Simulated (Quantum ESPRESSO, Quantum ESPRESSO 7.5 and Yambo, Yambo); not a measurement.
## A GW chain in Yambo: CdF2 (Fm-3m)

Aim: the G0W0 gap of CdF2 (Fm-3m) on PBE with spin-orbit coupling, step by step.

Main program and level: Quantum ESPRESSO 7.5 and Yambo 5.3.0; PBE and many-body steps on it, plane waves.

Most raw output is cut from this account.

## 1. The starting structure

It takes space group Fm-3m (No. 225, cubic). The conventional cell has a = 5.388 Å, b = 5.388 Å, c = 5.388 Å, α = 90.00°, β = 90.00°, γ = 90.00°. Cd has 8 F at 2.33 Å nearest. Nearest to F lie 4 Cd at 2.33 Å. Farther neighbours and most contacts between anions are not listed.

The cell and positions come from the Crystallography Open Database and are kept as given unless a step says otherwise.

## 2. Ground state

This step: Quantum ESPRESSO 7.5; DFT, PBE with spin-orbit coupling, plane waves, norm-conserving pseudopotentials.

The ground-state density comes first.

The input, pw.in:

```
&control
  calculation = 'scf'
  prefix = 'x'
  outdir = 'o'
  pseudo_dir = 'pseudo'
/
&system
  ibrav = 0
  nat = 3
  ntyp = 2
  ecutwfc = 94.0
  nbnd = 44
  force_symmorphic = .true.
  noncolin = .true.
  lspinorb = .true.
/
&electrons
  conv_thr = 1e-10
  electron_maxstep = 80
  mixing_beta = 0.5
/
ATOMIC_SPECIES
  Cd 112.41 Cd.upf
  F 18.998 F.upf
CELL_PARAMETERS angstrom
  0.0000000000 2.6940000000 2.6940000000
  2.6940000000 0.0000000000 2.6940000000
  2.6940000000 2.6940000000 -0.0000000000
ATOMIC_POSITIONS crystal
  Cd 0.0000000000 0.0000000000 0.0000000000
  F 0.2500000000 0.2500000000 0.2500000000
  F 0.7500000000 0.7500000000 0.7500000000
K_POINTS automatic
  6 6 6 0 0 0
```

On the command line:

```
> OMP_NUM_THREADS=1 mpirun -n 4 pw.x -nk 4 -in pw.in > pw.out
```

Wall time 43 s (4 MPI ranks of Intel Xeon Platinum 8259CL at 2.50GHz (Skylake/Cascade Lake), shared host); peak memory 0.57 GiB; 2.8 min of CPU time.

Numbers from this step:

- total energy: -6113.9242 eV
- gap: 3.139 eV
- k of the valence top: 0.1667, -0.5, -0.3333
- k of the conduction bottom: 0, 0, 0
- least direct gap: 3.535 eV

The gap is indirect, with the least direct gap 0.40 eV higher.

## 3. Bands along the symmetry lines

Levels along a band path, at the cheap level, show where the edges lie and whether the meshes to come will hold them.

The input, pw.in:

```
&control
  calculation = 'bands'
  prefix = 'x'
  outdir = 'o'
  pseudo_dir = 'pseudo'
/
&system
  ibrav = 0
  nat = 3
  ntyp = 2
  ecutwfc = 94.0
  nbnd = 46
  force_symmorphic = .true.
  noncolin = .true.
  lspinorb = .true.
/
&electrons
  conv_thr = 1e-9
  electron_maxstep = 80
  diago_full_acc = .true.
  diago_thr_init = 5e-6
/
ATOMIC_SPECIES
  Cd 112.41 Cd.upf
  F 18.998 F.upf
CELL_PARAMETERS angstrom
  0.0000000000 2.6940000000 2.6940000000
  2.6940000000 0.0000000000 2.6940000000
  2.6940000000 2.6940000000 -0.0000000000
ATOMIC_POSITIONS crystal
  Cd 0.0000000000 0.0000000000 0.0000000000
  F 0.2500000000 0.2500000000 0.2500000000
  F 0.7500000000 0.7500000000 0.7500000000
K_POINTS crystal
  50
  0.00000000 0.00000000 0.00000000 1
  0.06250000 0.00000000 0.06250000 1
  0.12500000 0.00000000 0.12500000 1
  0.18750000 0.00000000 0.18750000 1
  0.25000000 0.00000000 0.25000000 1
  0.31250000 0.00000000 0.31250000 1
  0.37500000 0.00000000 0.37500000 1
  0.43750000 0.00000000 0.43750000 1
  0.50000000 0.00000000 0.50000000 1
  0.51562500 0.03125000 0.51562500 1
  0.53125000 0.06250000 0.53125000 1
  0.54687500 0.09375000 0.54687500 1
  0.56250000 0.12500000 0.56250000 1
  0.57812500 0.15625000 0.57812500 1
  0.59375000 0.18750000 0.59375000 1
  0.60937500 0.21875000 0.60937500 1
  0.62500000 0.25000000 0.62500000 1
  0.37500000 0.37500000 0.75000000 1
  0.32812500 0.32812500 0.65625000 1
  0.28125000 0.28125000 0.56250000 1
  0.23437500 0.23437500 0.46875000 1
  0.18750000 0.18750000 0.37500000 1
  0.14062500 0.14062500 0.28125000 1
  0.09375000 0.09375000 0.18750000 1
  0.04687500 0.04687500 0.09375000 1
  0.00000000 0.00000000 0.00000000 1
  0.06250000 0.06250000 0.06250000 1
  0.12500000 0.12500000 0.12500000 1
  0.18750000 0.18750000 0.18750000 1
  0.25000000 0.25000000 0.25000000 1
  0.31250000 0.31250000 0.31250000 1
  0.37500000 0.37500000 0.37500000 1
  0.43750000 0.43750000 0.43750000 1
  0.50000000 0.50000000 0.50000000 1
  0.50000000 0.46875000 0.53125000 1
  0.50000000 0.43750000 0.56250000 1
  0.50000000 0.40625000 0.59375000 1
  0.50000000 0.37500000 0.62500000 1
  0.50000000 0.34375000 0.65625000 1
  0.50000000 0.31250000 0.68750000 1
  0.50000000 0.28125000 0.71875000 1
  0.50000000 0.25000000 0.75000000 1
  0.50000000 0.21875000 0.71875000 1
  0.50000000 0.18750000 0.68750000 1
  0.50000000 0.15625000 0.65625000 1
  0.50000000 0.12500000 0.62500000 1
  0.50000000 0.09375000 0.59375000 1
  0.50000000 0.06250000 0.56250000 1
  0.50000000 0.03125000 0.53125000 1
  0.50000000 0.00000000 0.50000000 1
```

Run time: 41 s. Hardware: 4 MPI ranks; peak memory 0.4 GiB.

Numbers from this step:

```
gap                        : 3.120 eV
k of the valence top       : 0.5, 0.25, 0.75
k of the conduction bottom : 0, 0, 0
least direct gap           : 3.535 eV
```

The gap is 3.120 eV, −0.019 eV from the run before at this level.

Electronic bands along the path, in eV, zero at the top of the highest filled band:

| point | band 31 | band 32 | band 33 | band 34 | band 35 | band 36 | band 37 | band 38 |
| --- | --- | --- | --- | --- | --- | --- | --- | --- |
| Γ | -0.52 | -0.52 | -0.41 | -0.41 | 3.12 | 3.12 | 12.33 | 12.33 |
| halfway | -0.35 | -0.35 | -0.27 | -0.27 | 5.33 | 5.33 | 10.67 | 10.67 |
| X | -0.13 | -0.13 | -0.05 | -0.05 | 8.04 | 8.04 | 9.68 | 9.68 |
| halfway | -0.24 | -0.24 | -0.11 | -0.11 | 8.05 | 8.05 | 9.98 | 9.98 |
| U | -0.35 | -0.35 | -0.19 | -0.19 | 7.99 | 7.99 | 10.75 | 10.75 |
| jump to K | -0.35 | -0.35 | -0.19 | -0.19 | 7.99 | 7.99 | 10.75 | 10.75 |
| halfway | -0.45 | -0.45 | -0.39 | -0.39 | 5.62 | 5.62 | 10.67 | 10.67 |
| Γ | -0.52 | -0.52 | -0.41 | -0.41 | 3.12 | 3.12 | 12.33 | 12.33 |
| halfway | -0.49 | -0.49 | -0.39 | -0.39 | 4.99 | 4.99 | 10.82 | 10.82 |
| L | -0.45 | -0.45 | -0.33 | -0.33 | 7.20 | 7.20 | 9.17 | 9.17 |
| halfway | -0.47 | -0.47 | -0.23 | -0.23 | 7.58 | 7.58 | 9.85 | 9.85 |
| W | -0.60 | -0.60 | 0.00 | 0.00 | 8.10 | 8.10 | 11.47 | 11.47 |
| halfway | -0.53 | -0.53 | -0.04 | -0.04 | 8.07 | 8.07 | 10.27 | 10.27 |
| X | -0.13 | -0.13 | -0.05 | -0.05 | 8.04 | 8.04 | 9.68 | 9.68 |

## 4. Empty states on the mesh, 4×4×4 mesh, 238 bands

The sums over transitions need many empty states on a uniform mesh; this step solves for them.

The input, pw.in:

```
&control
  calculation = 'nscf'
  prefix = 'x'
  outdir = 'o'
  pseudo_dir = 'pseudo'
/
&system
  ibrav = 0
  nat = 3
  ntyp = 2
  ecutwfc = 94.0
  nbnd = 238
  force_symmorphic = .true.
  noncolin = .true.
  lspinorb = .true.
/
&electrons
  conv_thr = 1e-9
  electron_maxstep = 80
  diago_full_acc = .true.
  diago_thr_init = 5e-6
/
ATOMIC_SPECIES
  Cd 112.41 Cd.upf
  F 18.998 F.upf
CELL_PARAMETERS angstrom
  0.0000000000 2.6940000000 2.6940000000
  2.6940000000 0.0000000000 2.6940000000
  2.6940000000 2.6940000000 -0.0000000000
ATOMIC_POSITIONS crystal
  Cd 0.0000000000 0.0000000000 0.0000000000
  F 0.2500000000 0.2500000000 0.2500000000
  F 0.7500000000 0.7500000000 0.7500000000
K_POINTS automatic
  4 4 4 0 0 0
```

It took 53 s on 4 MPI ranks; peak memory 0.91 GiB; 3.5 min of CPU time.

Numbers from this step:

- gap: 3.120 eV
- k of the valence top: 0.25, -0.5, -0.25
- k of the conduction bottom: 0, 0, 0
- least direct gap: 3.535 eV
- k points computed: 8
- lowest point of the top converged band, above the valence top: 100.8109 eV

On this mesh the gap is 3.120 eV.

## 5. Conversion and set-up

This step: Yambo 5.3.0; conversion and set-up on PBE with spin-orbit coupling, plane waves, norm-conserving pseudopotentials.

The states are converted to the many-body program's format and the q mesh is built.

On the command line:

```
> (cd o/x.save; p2y > p2y.log; mv SAVE ../..); yambo > setup.log
```

It took 4.4 s on 1 MPI rank; peak memory 0.25 GiB.

## 6. Screening and self-energy, 4×4×4 mesh, 238 bands, screening to 142.9 eV

Now the one-shot GW correction: screening in the RPA, then the self-energy of the levels asked for.

This step: G0W0 on PBE with spin-orbit coupling, plane waves, norm-conserving pseudopotentials.

The input, gw4.in:

```
HF_and_locXC
gw0
dyson
ppa
em1d
rim_cut
RandQpts= 1000000
RandGvec= 1 RL
EXXRLvcs= 94 Ry
VXCRLvcs= 376 Ry
Chimod= "HARTREE"
% BndsRnXp
 1 | 238 |
%
NGsBlkXp= 10.5 Ry
% LongDrXp
 1 | 1 | 1 |
%
% GbndRnge
 1 | 238 |
%
DysSolver= "n"
ExtendOut
PPAPntXp= 27.21138 eV
% QPkrange
 8 | 8 | 31 | 38 |
 1 | 1 | 31 | 38 |
%
```

On the command line:

```
> OMP_NUM_THREADS=1 mpirun -n 4 yambo -F gw4.in -J gw4 -C gw4 > gw4.log
```

It took 13 min on 4 MPI ranks; peak memory 3.4 GiB; 54 min of CPU time.

This step gave:

```yaml
g0w0_gap_on_the_points_computed: 5.296 eV
starting_gap_on_the_mesh: 3.120 eV
k_of_the_valence_top: 0.25, -0.5, -0.25
k_of_the_conduction_bottom: 0, 0, 0
least_direct_g0w0_gap_on_the_computed_points: 5.983 eV
z_at_the_valence_top: 0.7978
z_at_the_conduction_bottom: 0.8702
```

The gap on the mesh goes from 3.12 eV to 5.30 eV, a correction of +2.18 eV.

Limits: finite bands, cutoff and mesh; d shell near the gap, gap tends to lie low; coarse k mesh. v1 is the top filled band, c1 the lowest empty one. Levels before and after the correction, in eV, zero at the valence-band top of each column:

|  | conduction bottom | valence top |
| --- | --- | --- |
| Kohn-Sham | 3.12 | 0.00 |
| G0W0 | 5.30 | 0.00 |

|  | level | energy (eV) |
| --- | --- | --- |
| Kohn-Sham | Γ v3 | -0.525 |
| Kohn-Sham | Γ v2-v1 | -0.414 |
| Kohn-Sham | Γ c1-c2 | 3.120 |
| Kohn-Sham | Γ c3 | 12.329 |
| Kohn-Sham | (0.25 -0.5 -0.25) v3 | -0.605 |
| Kohn-Sham | (0.25 -0.5 -0.25) v2-v1 | 0.000 |
| Kohn-Sham | (0.25 -0.5 -0.25) c1-c2 | 8.100 |
| Kohn-Sham | (0.25 -0.5 -0.25) c3 | 11.469 |
| G0W0 | Γ v3 | -0.782 |
| G0W0 | Γ v2-v1 | -0.687 |
| G0W0 | Γ c1-c2 | 5.296 |
| G0W0 | Γ c3 | 14.806 |
| G0W0 | (0.25 -0.5 -0.25) v3 | -0.634 |
| G0W0 | (0.25 -0.5 -0.25) v2-v1 | 0.000 |
| G0W0 | (0.25 -0.5 -0.25) c1-c2 | 11.324 |
| G0W0 | (0.25 -0.5 -0.25) c3 | 13.933 |

## 7. Where the time went

Times are wall times on the hardware named with each run, good to a factor of about two.

| step | time | share | memory (GiB) |
| --- | --- | --- | --- |
| ground state | 43 s | 5 % | 0.57 |
| bands along the symmetry lines | 41 s | 4 % | 0.4 |
| empty states on the mesh | 53 s | 6 % | 0.91 |
| conversion and set-up | 4.4 s | 0 % | 0.25 |
| screening and self-energy | 13 min | 85 % | 3.4 |

## 8. Results

```yaml
pbe_gap: 3.12 eV, indirect
g0w0_gap_on_the_mesh: 5.30 eV
gw_settings: 4×4×4 mesh, 238 bands, screening to 142.9 eV, Godby-Needs plasmon pole
known_limits: not at the basis limit; d shell near the gap, gap tends to lie low; coarse k mesh
```

In words: G0W0 moves the gap on the mesh from 3.12 eV to 5.30 eV (+2.18 eV), with Z of 0.80 and 0.87 at the edges. Only 2 of the mesh's irreducible points were corrected, so a valley elsewhere could overtake. The dearest step here is «screening and self-energy». Bands and cutoff are finite, so the gap is not at the basis limit. The miss can reach some tenths of an eV and take either sign; the mesh is an error of its own. In the G0W0 run levels were corrected at 2 k points alone, so a gap called «on the mesh» is the least over those, and an edge elsewhere would be missed. The 4×4×4 mesh is coarse for this cell, which bears on the long-range parts of exchange and screening. A d shell, filled or nearly so, lies near the gap. One-shot GW converges very slowly in bands there, not always from below, and on a semilocal start the gap tends to come out low; starts rich in exact exchange can overshoot instead.

[Paths, hosts, dates, memory and timing lines, banners, echoed tables and standing remarks are left out of the program output.]

[Logs are printed without paths, hosts, clocks, repeated set-up lines and the standing remarks that a program may print on its own settings, such as how far it seeks lower states.]

[Runs of the session that timed out or met a known fault of the program may be left out.]

[Hosts, paths, dates, database ids (printed as entryN), source tags and the programs' standing remarks are cut or masked in the printed files.]
